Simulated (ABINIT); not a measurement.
Records of electronic-structure calculations.

### SiC (Moissanite): a self-consistent loop beyond G0W0, cycle by cycle

Symmetry: P6_3mc, No. 186, hexagonal system. Conventional cell: a = 3.076 Å, b = 3.076 Å, c = 5.048 Å, α = 90.00°, β = 90.00°, γ = 120.00°. Nearest to Si lie 4 C at 1.87 to 1.94 Å. C has 4 Si at 1.87 to 1.94 Å nearest. Farther neighbours, and contacts between anions beyond the nearest, are not listed.

```xyz
4
Lattice="3.0760 0.0000 0.0000 -1.5380 2.6639 0.0000 0.0000 0.0000 5.0480" Properties=species:S:1:pos:R:3 pbc="T T T"
Si    0.0000    1.7759    0.0000
Si    1.5380    0.8880    2.5240
C     0.0000    1.7759    1.9435
C     1.5380    0.8880    4.4675
```

```
method         : RPA screening on LDA from quasiparticle energies, plane waves, norm-conserving pseudopotentials (and 5 further levels or steps)
program        : ABINIT 10.8.3
settings       : cutoff 37 Ha, PseudoDojo scalar-relativistic 0.4.1 standard, norm-conserving, ngkpt (3, 3, 2), nband 58, ecuteps 4.8 Ha, gwcalctyp 10, inclvkb 2, shiftk (0, 0, 0), symchi 1, awtr 1, frequency ppm, cycle 3, q points all but q = 0, 3×3×2 k-mesh
cost           : 15 runs, 3.7 min in all on 4 MPI ranks of Arm Neoverse N1, shared host
notes          : The program’s warnings: nkpt*nsppol () is not a multiple of nproc spkpt (). The cell and positions come from the Crystallography Open Database and are kept as given unless a step says otherwise. The first cycle of evGW0 takes the full correction, without the factor Z, so it overshoots the one-shot value. The 3×3×2 mesh is coarse for this cell, which bears on the long-range parts of exchange and screening.
G0W0           : 2.809 eV
evGW0, cycle 1 : 2.927 eV
evGW0, cycle 2 : 2.897 eV
evGW0, cycle 3 : 2.895 eV
evGW, cycle 1  : 3.043 eV
evGW, cycle 2  : 3.059 eV
evGW, cycle 3  : 3.061 eV
known limits   : short of the basis limit; coarse k mesh
```

Only the bands that the input lists are updated; the higher empty ones keep the functional's energies. The evGW loop starts from the last levels of evGW0, so its cycles and time come on top of those.

[Long decimals in the printed logs are rounded to 6 places.]

[Logs are printed without paths, hosts, clocks, repeated set-up lines and the standing remarks that a program may print on its own settings, such as how far it seeks lower states.]

[Paths, hosts, dates, memory and timing lines, banners, echoed tables and standing remarks are left out of the program output; an Ansatz launch command may be rebuilt from the run's recorded settings. Measured values are a selection of at most five: reports struck by readers or far from the other reports are left out. None is set beside runs whose start may be inverted or whose files or cutoffs have a known fault.]

[Runs of the session that timed out or met a known fault of the program may be left out.]

[Hosts, paths, dates, database ids (printed as entryN), source tags and the programs' standing remarks are cut or masked in the printed files.]

[G0W0 gaps are taken among the corrected bands and points alone; a level outside them can change the order at an edge.]

[Where Ansatz stands beside ABINIT at settings called matched, ABINIT's density can come from a denser mesh and the files from another edition; pairs whose starting gaps differed by over 0.03 eV were left out, so agreement reads better than it is.]
